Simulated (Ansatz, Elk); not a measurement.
**Bonding as seen by X-rays: ZnAs2Pb2**

The structure of ZnAs2Pb2 used here is made up (a known structure type with other elements) and was relaxed beforehand with PBE. The aim is the Fourier transform of its all-electron density, F(hkl), set beside the sum over free spherical atoms that refinements use.

Main program and level: Elk 11.2.3 (patched build); DFT, PBE, all-electron APW+lo, Dirac cores, scalar-relativistic bands, static density, no spin.

The structure was built from a prototype and need not be the compound's stable phase.

### 1. Set-up

It takes space group P-6m2 (No. 187, hexagonal). The conventional cell has a = 4.247 Å, b = 4.247 Å, c = 8.625 Å, α = 90.00°, β = 90.00°, γ = 120.00°. Pb has 3 As at 3.01 Å nearest. Nearest to As lie 3 Zn at 2.45 Å. Nearest to As lie 6 Pb at 3.01 Å. Zn has 3 As at 2.45 Å nearest. Farther neighbours are not listed.

### 2. Ground state and structure factors

An all-electron density is needed, since X-rays see the cores too. Task 0 finds the density and task 195 Fourier-transforms it; tshift is off so that phases refer to the origin typed.

elk.in reads:

```
tasks
  0
  195

xctype
  20

spinpol
  .false.

rgkmax
  7.0

gmaxvr
  14.0

lmaxo
  7

lmaxapw
  8

swidth
  0.002

tshift
  .false.

ramdisk
  .false.

hmaxvr
  5.5

maxscl
  120

epspot
  1e-06

sppath
  './'

avec
  8.02478035415 -0.00000000000 0.00000000000
  -4.01239017707 6.94966364648 0.00000000000
  0.00000000000 0.00000000000 16.29809959276

atoms
  3
  'Pb.in'
  2
  -0.0000000000 0.0000000000 0.2977506789   0.000000 0.000000 0.000000
  -0.0000000000 0.0000000000 0.7022493211   0.000000 0.000000 0.000000
  'As.in'
  2
  0.3333333333 0.6666666667 0.0000000000   0.000000 0.000000 0.000000
  0.6666666667 0.3333333333 0.5000000000   0.000000 0.000000 0.000000
  'Zn.in'
  1
  0.6666666667 0.3333333333 0.0000000000   0.000000 0.000000 0.000000

ngridk
  6 6 3
```

Command:

```sh
$ OMP_NUM_THREADS=4 elk
```

Numbers of over 12 decimals in the logs are rounded to 6 here.

The log of the run:

```text
┌─────────────────────────┐
│ Elk code version 11.2.3 │
└─────────────────────────┘

All units are atomic (Hartree, Bohr, etc.)

┌─────────────────────────────────────────────────┐
│ Ground-state run starting from atomic densities │
└─────────────────────────────────────────────────┘

Lattice vectors :
   8.024780354      -0.000000000       0.000000000
  -4.012390177       6.949663646       0.000000000
   0.000000000       0.000000000       16.29809959

Reciprocal lattice vectors :
  0.7829728703      0.4520495974      -0.000000000
   0.000000000      0.9040991948      -0.000000000
  -0.000000000      -0.000000000      0.3855164384

Unit cell volume      :    908.9372613
Brillouin zone volume :   0.2729013586

Muffin-tin inner radius fraction :   0.1000000000E-01

Nuclei treated as point charges

Species : 1 (Pb)
 parameters loaded from : Pb.in
 name : lead
 nuclear charge    :   -82.00000000
 electronic charge :    82.00000000
 atomic mass :    377702.4943
 muffin-tin radius :    2.800000000
 number of radial points in muffin-tin :   1393
 inner part over the whole radius :   0.9993555083E-02
 number on inner part of muffin-tin    :   1001
 approximate nuclear radius :   0.1047603524E-03
 number of mesh points to nuclear radius :    525
 atomic positions (lattice), magnetic fields (Cartesian) :
  1 :   0.00000000  0.00000000  0.29775068    0.00000000  0.00000000  0.00000000
  2 :   0.00000000  0.00000000  0.70224932    0.00000000  0.00000000  0.00000000

Species : 2 (As)
 parameters loaded from : As.in
 name : arsenic
 nuclear charge    :   -33.00000000
 electronic charge :    33.00000000
 atomic mass :    136573.7220
 muffin-tin radius :    2.291554549
 number of radial points in muffin-tin :    993
 inner part over the whole radius :   0.9996703324E-02
 number on inner part of muffin-tin    :    702
 approximate nuclear radius :   0.7712558785E-04
 number of mesh points to nuclear radius :    342
 atomic positions (lattice), magnetic fields (Cartesian) :
  1 :   0.33333333  0.66666667  0.00000000    0.00000000  0.00000000  0.00000000
  2 :   0.66666667  0.33333333  0.50000000    0.00000000  0.00000000  0.00000000

Species : 3 (Zn)
 parameters loaded from : Zn.in
 name : zinc
 nuclear charge    :   -30.00000000
 electronic charge :    30.00000000
 atomic mass :    119233.3130
 muffin-tin radius :    2.291554549
 number of radial points in muffin-tin :    993
 inner part over the whole radius :   0.9978735524E-02
 number on inner part of muffin-tin    :    701
 approximate nuclear radius :   0.7484757725E-04
 number of mesh points to nuclear radius :    338
 atomic positions (lattice), magnetic fields (Cartesian) :
  1 :   0.66666667  0.33333333  0.00000000    0.00000000  0.00000000  0.00000000

Total number of atoms per unit cell :    5
Total muffin-tin volume :    335.1215913
 ratio of muffin-tin to unit cell volume :   0.3686960647

Spin treatment :
 spin-unpolarised

Number of Bravais lattice symmetries :   24
Number of crystal symmetries         :   12
Crystal has no inversion symmetry
Complex Hermitian eigensolver will be used

k-point grid :      6     6     3
k-point offset :    0.000000000       0.000000000       0.000000000
k-point set is reduced with full crystal symmetry group
Total number of k-points :       20

Muffin-tin radius times maximum |G+k| :    7.000000000
 using average radius
Maximum |G+k| for APW functions       :    2.805686870
Maximum (1/2)|G+k|²                   :    3.935939407
Maximum |G| for potential and density :    14.00000000
Constant for pseudocharge density :   10
 order of it for each species :   17  17  17
 order of it for pair densities of each species (exact exchange by exxq0 0: 18) :   12   7   7
Radial integration step length :    1

G-vector grid sizes :     36    36    75
Number of G-vectors :    42079

Maximum angular momentum used for
 APW functions            :    8
 outer part of muffin-tin :    7
 inner part of muffin-tin :    2

Total nuclear charge    :   -260.0000000
[...]
Estimated indirect band gap :   0.1105615173E-01
 from k-point 1 to k-point 4
Estimated direct band gap   :   0.3640544634E-01
 at k-point 4

Charges :
 core                        :    184.0000000
 valence                     :    76.00000000
 interstitial                :    8.556494126
 muffin-tins (core leakage)
  species : 1 (Pb)
   atom 1                    :    80.04564624     (  0.1220037860E-02)
[...]
species : 2 (As)
[...]
species : 3 (Zn)
[...]
total in muffin-tins        :    251.4435059
 total calculated charge     :    259.9964101
 total charge                :    260.0000000
 error                       :   0.3589910702E-02

RMS change in Kohn-Sham potential (target) :   0.1817389317     (  0.1000000000E-05)
Absolute change in total energy (target)   :   0.4485002090     (  0.1000000000E-03)

[... loops 3 to 15 left out ...]

┌──────────────────┐
│ Loop number : 16 │
└──────────────────┘

Energies :
 Fermi                       :     0.180086
 sum of occupied eigenvalues :     -29536.946867235
 electron kinetic            :      55193.362122138
 core electron kinetic       :      54356.832862577
 Coulomb                     :     -102348.93728994
 Coulomb potential           :     -83397.146988852
 nuclear-nuclear             :     -3807.8006973546
 electron-nuclear            :     -113747.02817143
 Hartree                     :      15205.891578842
 Madelung                    :     -60650.363795514
 xc potential                :     -1333.1620005210
 exchange                    :     -1005.2637216457
 correlation                 :     -14.773253896383
 electron entropic           :    -0.25379367617809E-03
 total energy                :     -48175.612397138

Density of states at Fermi energy :    16.30719676
 (states/Hartree/unit cell)

Estimated indirect band gap :   0.7087518689E-02
 from k-point 1 to k-point 4
Estimated direct band gap   :   0.1703543201E-01
 at k-point 4

Charges :
 core                        :    184.0000000
 valence                     :    76.00000000
 interstitial                :    8.543185645
 muffin-tins (core leakage)
  species : 1 (Pb)
[...]
species : 2 (As)
[...]
species : 3 (Zn)
[...]
total in muffin-tins        :    251.4568144
 total calculated charge     :    259.9965430
 total charge                :    260.0000000
 error                       :   0.3457018643E-02

RMS change in Kohn-Sham potential (target) :   0.2149357211E-06 (  0.1000000000E-05)
Absolute change in total energy (target)   :   0.8124969463E-04 (  0.1000000000E-03)

Convergence targets achieved

┌──────────────────┐
│ Loop number : 17 │
└──────────────────┘

Energies :
 Fermi                       :     0.180086
 sum of occupied eigenvalues :     -29536.946870820
 electron kinetic            :      55193.362116951
 core electron kinetic       :      54356.832857609
 Coulomb                     :     -102348.93728564
 Coulomb potential           :     -83397.146986285
 nuclear-nuclear             :     -3807.8006973546
 electron-nuclear            :     -113747.02816474
 Hartree                     :      15205.891576454
 Madelung                    :     -60650.363792499
 xc potential                :     -1333.1620014864
 exchange                    :     -1005.2637216639
 correlation                 :     -14.773253897240
 electron entropic           :    -0.25379394921728E-03
 total energy                :     -48175.612398045

Density of states at Fermi energy :    16.30722004
 (states/Hartree/unit cell)

Estimated indirect band gap :   0.7087532211E-02
 from k-point 1 to k-point 4
Estimated direct band gap   :   0.1703542507E-01
 at k-point 4

Charges :
 core                        :    184.0000000
 valence                     :    76.00000000
 interstitial                :    8.543185397
 muffin-tins (core leakage)
  species : 1 (Pb)
[...]
species : 2 (As)
   atom 1                    :    31.17255011     (  0.2750226092E-03)
   atom 2                    :    31.11584434     (  0.2738549831E-03)
  species : 3 (Zn)
   atom 1                    :    28.70455615     (  0.1536923725E-03)
 total in muffin-tins        :    251.4568146
 total calculated charge     :    259.9965430
 total charge                :    260.0000000
 error                       :   0.3457018686E-02

┌──────────────────────────────┐
│ Self-consistent loop stopped │
└──────────────────────────────┘

Warning : the lowest level lies among the core levels :   -2.767750261      -2.594225300

Warning : core states of species 1 leak from the muffin-tin :   0.1173479479E-02

Warning : core states of species 2 leak from the muffin-tin :   0.2750226092E-03

Warning : core states of species 3 leak from the muffin-tin :   0.1536923725E-03

Wrote STATE.OUT
```

Wall time 52 s (4 threads of Arm Neoverse V1, shared host); peak memory 0.24 GiB.

SFACRHO.OUT:

```text

h k l indices transformed by vhmat matrix:
   1.000000000       0.000000000       0.000000000    
   0.000000000       1.000000000       0.000000000    
   0.000000000       0.000000000       1.000000000    

      h      k      l  multipl.   |H|            Re(F)            Im(F)           |F|

      0      0      0      1   0.0000000       260.00000     -0.33682274E-16   260.00000    
      0      0      1      2  0.38551644      -18.247725      0.34125514E-14   18.247725    
      0      0      2      2  0.77103288      -38.574269      0.50290675E-13   38.574269    
      1      0      0      3  0.90409919       107.05453      -23.025952       109.50282    
      1     -1      0      3  0.90409919       107.05453       23.025952       109.50282    
      1      0     -1      6  0.98286229      -56.655074       26.847185       62.694248    
      1     -1      1      6  0.98286229      -56.655074      -26.847185       62.694248    
      0      0      3      2   1.1565493       137.27494      0.66331155E-13   137.27494    
      1     -1      2      6   1.1882285      -157.22176       21.603848       158.69911    
     -1      1     -2      6   1.1882285      -157.22176      -21.603848       158.69911    
     -1      0      3      6   1.4679924       94.483220      -23.684500       97.406542    
      1      0      3      6   1.4679924       94.483220       23.684500       97.406542    
      0      0     -4      2   1.5420658       121.49784      0.62358191E-13   121.49784    
     -2      1      0      6   1.5659457       205.67625     -0.14304488E-07   205.67625    
     -2      1      1     12   1.6127024      -16.538076      0.16742864E-07   16.538076    
     -2      1      2     12   1.7454735      -37.022027     -0.13755717E-07   37.022027    
      0      1      4      6   1.7875576       11.952411       18.733605       22.221793    
     -1      1      4      6   1.7875576       11.952411      -18.733605       22.221793
```

Elk indexes on the primitive cell of elk.in and gives |H| = 4π sin θ/λ in inverse bohr. Below, one row stands for each form hkl of the conventional cell (m members, Friedel mates merged), F is for one primitive cell and the density is static (no thermal factor). Free-atom factors are Waasmaier and Kirfel's, and R is Σm||F|−|F'||/Σm|F|.

```csv
hkl,m,sin θ/λ (Å⁻¹),"abs F, DFT",neutral atoms,diff.,abs of complex diff.
001,2,0.058,18.248,18.278,-0.030,0.030
002,2,0.116,38.574,39.119,-0.545,0.545
100,6,0.136,109.503,109.794,-0.290,0.291
101,12,0.148,62.694,62.616,+0.078,0.361
003,2,0.174,137.275,137.526,-0.251,0.251
102,12,0.179,158.699,158.757,-0.058,0.106
103,12,0.221,97.407,97.460,-0.054,0.057
004,2,0.232,121.498,121.705,-0.207,0.207
110,6,0.235,205.676,206.150,-0.474,0.474
111,12,0.242,16.538,16.326,+0.212,0.212
112,12,0.263,37.022,36.571,+0.451,0.451
104,12,0.269,22.222,22.252,-0.031,0.261
200,6,0.272,95.242,95.020,+0.222,0.394
201,12,0.278,52.679,52.981,-0.302,0.305
005,2,0.290,103.558,103.531,+0.027,0.027
113,12,0.293,118.345,118.507,-0.162,0.162
202,12,0.296,136.683,136.914,-0.231,0.284
105,12,0.320,131.823,131.861,-0.039,0.046
203,12,0.323,86.819,86.660,+0.159,0.167
114,12,0.331,106.103,106.356,-0.253,0.253
006,2,0.348,87.873,88.109,-0.237,0.237
204,12,0.357,19.890,19.860,+0.030,0.149
```

### 3. The highest occupied states alone

An energy window below the Fermi level keeps the highest occupied states, to see at which angles they scatter; shallow core shells can lie inside it and anion s states outside. No new self-consistency is needed.

elk.in, as its differences from that of step 2:

```diff
@@ -1,3 +1,2 @@
 tasks
-  0
   195
@@ -40,2 +39,5 @@
 
+wsfac
+  -0.371150 0.480090
+
 sppath
```

Command:

```sh
$ OMP_NUM_THREADS=4 elk
```

The log of the run:

```text
┌─────────────────────────────────┐
│ Elk code version 11.2.3 started │
└─────────────────────────────────┘

Info(readinput): the functional depends on the density's gradient
 muffin-tin radial points multiplied by    2.00000
 (not where nrmtscf is given)

┌────────────────────┐
│ Current task : 195 │
└────────────────────┘
Info(checkmt): changed muffin-tin radius of species 2 (As) from   2.4000 to   2.2916
Info(checkmt): changed muffin-tin radius of species 3 (Zn) from   2.4000 to   2.2916

Info(sfacrho): density structure factors written to SFACRHO.OUT

 Energy window :  -0.3711500000      0.4800900000

┌──────────────────┐
│ Elk code stopped │
└──────────────────┘
```

Wall time 21 s (4 threads); peak memory 0.17 GiB.

States within 15 eV below the Fermi level hold 30.00 electrons; any levels below the window count with the cores. Their amplitudes can exceed the total, where window and core parts have opposite phase:

```csv
hkl,sin θ/λ (Å⁻¹),"abs F, window","abs F, all"
001,0.058,9.505,18.248
002,0.116,12.970,38.574
100,0.136,9.231,109.503
101,0.148,6.520,62.694
003,0.174,8.947,137.275
102,0.179,9.276,158.699
103,0.221,6.322,97.407
004,0.232,7.644,121.498
110,0.235,7.227,205.676
111,0.242,6.509,16.538
```

(Continued in part 2 of 2.)

[Logs are printed without paths, hosts, clocks, repeated set-up lines and the standing remarks that a program may print on its own settings, such as how far it seeks lower states.]

[Hosts, paths, dates, database ids (printed as entryN), source tags and the programs' standing remarks are cut or masked in the printed files.]
